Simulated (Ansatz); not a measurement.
# Y3PbC (Pm-3m): Grüneisen parameters

Wanted: mode Grüneisen parameters of Y3PbC (Pm-3m).

Method: DFT PBEsol, scalar-relativistic, plane waves, PAW; PAW set soft_1, in Ansatz 0.2.0.

The raw output is cut from this account; settings, times and results stay.

**1. Starting point**

The structure is cubic, space group Pm-3m (No. 221). The conventional cell has a = 4.858 Å, b = 4.858 Å, c = 4.858 Å, α = 90.00°, β = 90.00°, γ = 90.00°. Nearest to Y lie 2 C at 2.43 Å and 8 Y at 3.43 Å and 4 Pb at 3.43 Å. Nearest to Pb lie 12 Y at 3.43 Å. Nearest to C lie 6 Y at 2.43 Å. Farther neighbours, and contacts between anions beyond the nearest, are not listed.

As a file:

```cif
data_structure
_symmetry_space_group_name_H-M 'Pm-3m'
_symmetry_Int_Tables_number 221
_cell_length_a 4.8576
_cell_length_b 4.8576
_cell_length_c 4.8576
_cell_angle_alpha 90.000
_cell_angle_beta 90.000
_cell_angle_gamma 90.000
_cell_volume 114.62
loop_
_atom_site_label
_atom_site_type_symbol
_atom_site_symmetry_multiplicity
_atom_site_Wyckoff_symbol
_atom_site_fract_x
_atom_site_fract_y
_atom_site_fract_z
_atom_site_occupancy
Y1 Y 3 c 0.50000 0.00000 0.50000 1
Pb1 Pb 1 a 0.00000 0.00000 0.00000 1
C1 C 1 b 0.50000 0.50000 0.50000 1
```

**2. The dispersion**

Stability and thermal properties need the whole zone. Linear response on a 2×2×2 q mesh gives force constants as far as a supercell of that size would.

The input, input.yaml:

```yaml
crystal:
  lattice:
    - [4.8575543627, 0.0, 0.0]
    - [0.0, 4.8575543627, 0.0]
    - [0.0, 0.0, 4.8575543627]
  atoms:
    - { symbol: "Y", position: [0.5, 0.0, 0.5] }
    - { symbol: "Y", position: [0.0, 0.5, 0.5] }
    - { symbol: "Y", position: [0.5, 0.5, 0.0] }
    - { symbol: Pb, position: [0.0, 0.0, 0.0] }
    - { symbol: C, position: [0.5, 0.5, 0.5] }
kpoints:
  mp_grid: { grid: [8, 8, 8] }
hamiltonian:
  xc: pbesol
  pseudopotentials: { kind: paw, azcp: { folder: soft_1 }, xc_functional: pbe }
scf:
  occupations: { method: methfessel_paxton, width: 0.2 }
output:
  eigenvalues: true
phonons:
  method: dfpt
  qmesh: [2, 2, 2]
  temperatures: { t_max: 1000, t_step: 50 }
  qpath:
    path:
      - [[0.0, 0.0, 0.0], [0.0, 0.5, 0.0], [0.5, 0.5, 0.0], [0.0, 0.0, 0.0], [0.5, 0.5, 0.5], [0.0, 0.5, 0.0]]
      - [[0.5, 0.5, 0.5], [0.5, 0.5, 0.0]]
    npoints: 10
```

Launch:

```console
> ansatz run input.yaml --threads 4 --pin off --max-ram 10240MiB --backend cpu --events-out ev --progress --plain --runs-dir out
```

It took 3 min on 4 threads of Intel Xeon Platinum 8488C (Sapphire Rapids), shared host; peak memory 1.5 GiB.

Read from the output:

* volume per atom: 22.92 Å³
* gap on the k-mesh: 0 eV
* sum-rule residual before enforcement: 2.87e-5 eV/Å²
* lowest frequency on the path: 0 cm⁻¹
* point group: m-3m
* highest frequency on path, mesh or solved points: 499.1 cm⁻¹
* mean frequency: 187.3 cm⁻¹
* Debye temperature (second moment): 431 K
* logarithmic mean frequency: 148.2 cm⁻¹
* highest optical mode at the zone centre (no LO-TO term): 416.1 cm⁻¹
* lowest optical zone-centre mode: 90.16 cm⁻¹
* lowest mode on the q mesh (acoustic modes at Γ apart): 50.7 cm⁻¹
* zero-point energy per atom: 34.83 meV
* heat capacity at 300 K: 22.76 J/(mol atoms K)
* vibrational entropy at 300 K: 34.65 J/(mol atoms K)
* edges of the widest gap between branches, on path and mesh: 260.7, 398.4 cm⁻¹

Frequencies (cm⁻¹) solved at each irreducible wavevector; negative means imaginary. Frequencies by wavevector, by row:

```csv
q in reciprocal lattice units,star,mode 1,mode 2,mode 3,mode 4,mode 13,mode 14,mode 15
0 0 0,1,0,0,0,90.2,416.1,416.1,416.1
0 0 -0.5,3,67.9,67.9,78,92.2,398.4,398.4,499.1
0 -0.5 -0.5,3,50.7,70.5,70.5,74.6,411.8,478.3,478.3
-0.5 -0.5 -0.5,1,71.1,71.1,71.1,73.3,474,474,474
```

Symmetry leaves 4 wavevectors to solve. The lowest mode among them, the acoustic zeros apart, lies at q = (0, -0.5, -0.5) and is real, 50.7 cm⁻¹.

**3. Relaxing at another volume, volume ratio 0.97**

The volume is scaled by 0.97 and held; symmetry leaves nothing to relax, so this is a single point. The modes can then be followed against volume.

input.yaml, the sections that differ from step 2:

```yaml
crystal:
  lattice:
    - [4.8084848022, 0.0, 0.0]
    - [0.0, 4.8084848022, 0.0]
    - [0.0, 0.0, 4.8084848022]
  atoms:
    - { symbol: "Y", position: [0.5, 0.0, 0.5] }
    - { symbol: "Y", position: [0.0, 0.5, 0.5] }
    - { symbol: "Y", position: [0.5, 0.5, 0.0] }
    - { symbol: Pb, position: [0.0, 0.0, 0.0] }
    - { symbol: C, position: [0.5, 0.5, 0.5] }
output:
  forces: true
  stress: true
  eigenvalues: true
# kpoints, hamiltonian, scf: as in step 2
# phonons: removed
```

Wall time 1.5 s (4 threads); peak memory 0.54 GiB; 5.4 s of CPU time.

Read from the output:

```yaml
pressure: 2.732 GPa
volume_per_atom: 22.24 Å³
```

The run ends at a pressure of 2.73 GPa.

**4. Phonons at the other volume, volume ratio 0.97**

The phonons are repeated at this volume on the same meshes, so that differences come from the volume alone.

input.yaml: that of step 3 with these lines changed.

```diff
@@ -19,4 +19,11 @@
 output:
-  forces: true
-  stress: true
   eigenvalues: true
+phonons:
+  method: dfpt
+  qmesh: [2, 2, 2]
+  temperatures: { t_max: 1000, t_step: 50 }
+  qpath:
+    path:
+      - [[0.0, 0.0, 0.0], [0.0, 0.5, 0.0], [0.5, 0.5, 0.0], [0.0, 0.0, 0.0], [0.5, 0.5, 0.5], [0.0, 0.5, 0.0]]
+      - [[0.5, 0.5, 0.5], [0.5, 0.5, 0.0]]
+    npoints: 10
```

Wall time 2.9 min (4 threads); peak memory 1.5 GiB; 11 min of CPU time.

Numbers from this step:

```yaml
sum_rule_residual_before_enforcement: 1.87e-5 eV/Å²
highest_frequency_on_path_mesh_or_solved_points: 519.0 cm⁻¹
mean_frequency: 195.2 cm⁻¹
debye_temperature_second_moment: 450 K
logarithmic_mean_frequency: 154.2 cm⁻¹
highest_optical_mode_at_the_zone_centre_no_lo_to_term: 437.4 cm⁻¹
lowest_optical_zone_centre_mode: 95.72 cm⁻¹
lowest_mode_on_the_q_mesh_acoustic_modes_at_gamma_apart: 53.2 cm⁻¹
zero_point_energy_per_atom: 36.3 meV
heat_capacity_at_300_k: 22.60 J/(mol atoms K)
vibrational_entropy_at_300_k: 33.75 J/(mol atoms K)
edges_of_the_widest_gap_between_branches_on_path_and_mesh: 272.5, 418.6 cm⁻¹
```

Frequencies (cm⁻¹) solved at each irreducible wavevector; negative means imaginary. Frequencies by wavevector, by row:

```csv
q in reciprocal lattice units,star,mode 1,mode 2,mode 3,mode 4,mode 13,mode 14,mode 15
0 0 0,1,0,0,0,95.7,437.4,437.4,437.4
0 0 -0.5,3,70.8,70.8,82.2,95.7,418.6,418.6,519
0 -0.5 -0.5,3,53.2,72.9,72.9,78.7,434.3,498.5,498.5
-0.5 -0.5 -0.5,1,73.4,73.4,73.4,75.7,494.4,494.4,494.4
```

The highest optical mode at the zone centre (no LO-TO term) is 437.4 cm⁻¹, +21.3 cm⁻¹ against the base run.

**5. Relaxing at another volume, volume ratio 1.03**

The volume is scaled by 1.03 and held; symmetry leaves nothing to relax, so this is a single point. The modes can then be followed against volume.

input.yaml, the sections that differ from step 4:

```yaml
crystal:
  lattice:
    - [4.9056520884, 0.0, 0.0]
    - [0.0, 4.9056520884, 0.0]
    - [0.0, 0.0, 4.9056520884]
  atoms:
    - { symbol: "Y", position: [0.5, 0.0, 0.5] }
    - { symbol: "Y", position: [0.0, 0.5, 0.5] }
    - { symbol: "Y", position: [0.5, 0.5, 0.0] }
    - { symbol: Pb, position: [0.0, 0.0, 0.0] }
    - { symbol: C, position: [0.5, 0.5, 0.5] }
output:
  forces: true
  stress: true
  eigenvalues: true
# kpoints, hamiltonian, scf: as in step 4
# phonons: removed
```

Wall time 1.6 s (4 threads); peak memory 0.55 GiB; 5.5 s of CPU time.

Read from the output:

| Quantity | Value |
| --- | --- |
| pressure | -2.346 GPa |
| volume per atom | 23.61 Å³ |

The run ends at a pressure of -2.35 GPa.

**6. Phonons at the other volume, volume ratio 1.03**

input.yaml: that of step 5 with these lines changed.

```diff
@@ -19,4 +19,11 @@
 output:
-  forces: true
-  stress: true
   eigenvalues: true
+phonons:
+  method: dfpt
+  qmesh: [2, 2, 2]
+  temperatures: { t_max: 1000, t_step: 50 }
+  qpath:
+    path:
+      - [[0.0, 0.0, 0.0], [0.0, 0.5, 0.0], [0.5, 0.5, 0.0], [0.0, 0.0, 0.0], [0.5, 0.5, 0.5], [0.0, 0.5, 0.0]]
+      - [[0.5, 0.5, 0.5], [0.5, 0.5, 0.0]]
+    npoints: 10
```

The job ended after 3.1 min (4 threads; peak memory 1.6 GiB).

Numbers from this step:

```yaml
sum_rule_residual_before_enforcement: 2.16e-5 eV/Å²
highest_frequency_on_path_mesh_or_solved_points: 479.8 cm⁻¹
mean_frequency: 179.6 cm⁻¹
debye_temperature_second_moment: 412 K
logarithmic_mean_frequency: 142.4 cm⁻¹
highest_optical_mode_at_the_zone_centre_no_lo_to_term: 395.4 cm⁻¹
lowest_optical_zone_centre_mode: 84.78 cm⁻¹
lowest_mode_on_the_q_mesh_acoustic_modes_at_gamma_apart: 48.55 cm⁻¹
zero_point_energy_per_atom: 33.39 meV
heat_capacity_at_300_k: 22.91 J/(mol atoms K)
vibrational_entropy_at_300_k: 35.56 J/(mol atoms K)
edges_of_the_widest_gap_between_branches_on_path_and_mesh: 249.5, 378.9 cm⁻¹
```

The highest optical mode at the zone centre (no LO-TO term) is 395.4 cm⁻¹, -20.7 cm⁻¹ against the base run.

**7. Grüneisen parameters**

The Grüneisen parameter of a mode is minus the logarithmic change of its frequency with volume, −d ln ω / d ln V; weighted by heat capacity it gives the expansion.

This step gave:

* bulk modulus: 84.6 GPa

Phonon branches along the path, in cm⁻¹:

```csv
point,branch 1,branch 2,branch 3,branch 4,branch 12,branch 13,branch 14,branch 15
Γ,0,0,0,90,195,416,416,416
halfway,45,45,64,92,201,407,407,459
X,68,68,78,92,207,398,398,499
halfway,67,71,73,83,221,405,439,489
M,51,70,70,75,235,412,478,478
halfway,56,59,72,98,211,406,449,449
Γ,0,0,0,90,195,416,416,416
halfway,63,63,75,96,221,445,445,445
R,71,71,71,73,261,474,474,474
halfway,70,70,73,82,233,441,441,482
X,68,68,78,92,207,398,398,499
jump to R,71,71,71,73,261,474,474,474
halfway,62,72,72,73,246,443,476,476
M,51,70,70,75,235,412,478,478
```

The same for volume x 0.97:

```csv
point,branch 1,branch 2,branch 3,branch 4,branch 12,branch 13,branch 14,branch 15
Γ,0,0,0,96,201,437,437,437
X,71,71,82,96,218,419,419,519
M,53,73,73,79,246,434,498,498
Γ,0,0,0,96,201,437,437,437
R,73,73,73,76,272,494,494,494
X,71,71,82,96,218,419,419,519
R,73,73,73,76,272,494,494,494
M,53,73,73,79,246,434,498,498
```

The same for volume x 1.03:

```csv
point,branch 1,branch 2,branch 3,branch 4,branch 12,branch 13,branch 14,branch 15
Γ,0,0,0,85,189,395,395,395
X,65,65,74,89,196,379,379,480
M,49,68,68,71,224,390,459,459
Γ,0,0,0,85,189,395,395,395
R,69,69,69,71,250,454,454,454
X,65,65,74,89,196,379,379,480
R,69,69,69,71,250,454,454,454
M,49,68,68,71,224,390,459,459
```

Mode Grueneisen parameter -dln(w)/dln(V), modes matched by rank; at Γ the acoustic branches take the value of a neighbouring point of the path. Mode grüneisen parameters along the path, in :

```csv
point,branch 1,branch 2,branch 3,branch 4,branch 12,branch 13,branch 14,branch 15
Γ,0.69,0.69,1.69,2.01,1.04,1.68,1.68,1.68
halfway,0.89,0.89,1.62,1.84,1.41,1.67,1.67,1.45
X,1.40,1.40,1.73,1.25,1.75,1.66,1.66,1.31
halfway,1.15,1.55,1.42,1.18,1.48,1.72,1.48,1.35
M,1.51,1.16,1.16,1.79,1.52,1.78,1.39,1.39
halfway,1.22,1.13,1.59,1.65,1.30,1.70,1.47,1.47
Γ,0.74,1.55,1.40,2.01,1.04,1.68,1.68,1.68
halfway,1.14,1.14,1.75,1.53,1.24,1.49,1.49,1.50
R,1.01,1.01,1.01,1.11,1.47,1.42,1.42,1.42
halfway,1.34,1.16,1.32,1.02,1.38,1.52,1.53,1.37
X,1.40,1.40,1.73,1.25,1.75,1.66,1.66,1.31
jump to R,1.01,1.01,1.01,1.11,1.47,1.42,1.42,1.42
halfway,1.18,1.14,1.14,1.38,1.44,1.57,1.40,1.40
M,1.51,1.16,1.16,1.79,1.52,1.78,1.39,1.39
```

(dS/dlnV)/C_V. Table of thermodynamic Grueneisen parameter by temperature:

```csv
temperature (K),thermodynamic Grueneisen parameter
50,1.28
100,1.29
150,1.30
200,1.31
250,1.32
300,1.32
350,1.32
400,1.32
450,1.33
500,1.33
550,1.33
600,1.33
650,1.33
700,1.33
750,1.33
800,1.33
850,1.33
900,1.33
950,1.33
1000,1.33
```

Gamma C_V/(B V) at the static volume. Volume expansion against temperature:

```csv
temperature (K),volume expansion (1e-6/K)
50,9.6
100,17.2
150,21.0
200,23.4
250,24.8
300,25.7
350,26.4
400,26.8
450,27.1
500,27.4
550,27.5
600,27.7
650,27.8
700,27.9
750,27.9
800,28.0
850,28.0
900,28.1
950,28.1
1000,28.1
```

**8. Results**

```json
{
  "bulk modulus": "84.6 GPa",
  "thermodynamic Grüneisen parameter at 300 K": "1.32",
  "volume expansion at 300 K, estimated": "25.72 × 10⁻⁶ K⁻¹"
}
```

What this shows: By this estimate the volume grows by 25.7 × 10⁻⁶ per kelvin at 300 K. The highest optical mode at Γ goes from 437 to 395 cm⁻¹ as the cell grows, a Grüneisen parameter of 1.68. Mode parameters on the path run from 0.68 to 2.0, with a median of 1.3. Branches are matched by rank, so values near crossings are rough. The expansion is the Grüneisen estimate at the static volume, with the static bulk modulus. With no gap, or one that is small against the smearing, the frequencies hang on the k mesh and the smearing, most of all near Kohn anomalies. The phonon runs are without spin polarisation, although the cell has an odd electron count. Spin-orbit coupling is left out, which can matter for the heavy elements here. The PAW files were made for PBE and serve the other functionals too.

[Long decimals in the printed logs are rounded to 6 places.]

[Logs are printed without paths, hosts, clocks, repeated set-up lines and the standing remarks that a program may print on its own settings, such as how far it seeks lower states.]

[Hosts, paths, dates, database ids (printed as entryN), source tags and the programs' standing remarks are cut or masked in the printed files.]

[Where the starting crystal was built by hand or by swapping elements, it need not be the compound's stable phase.]
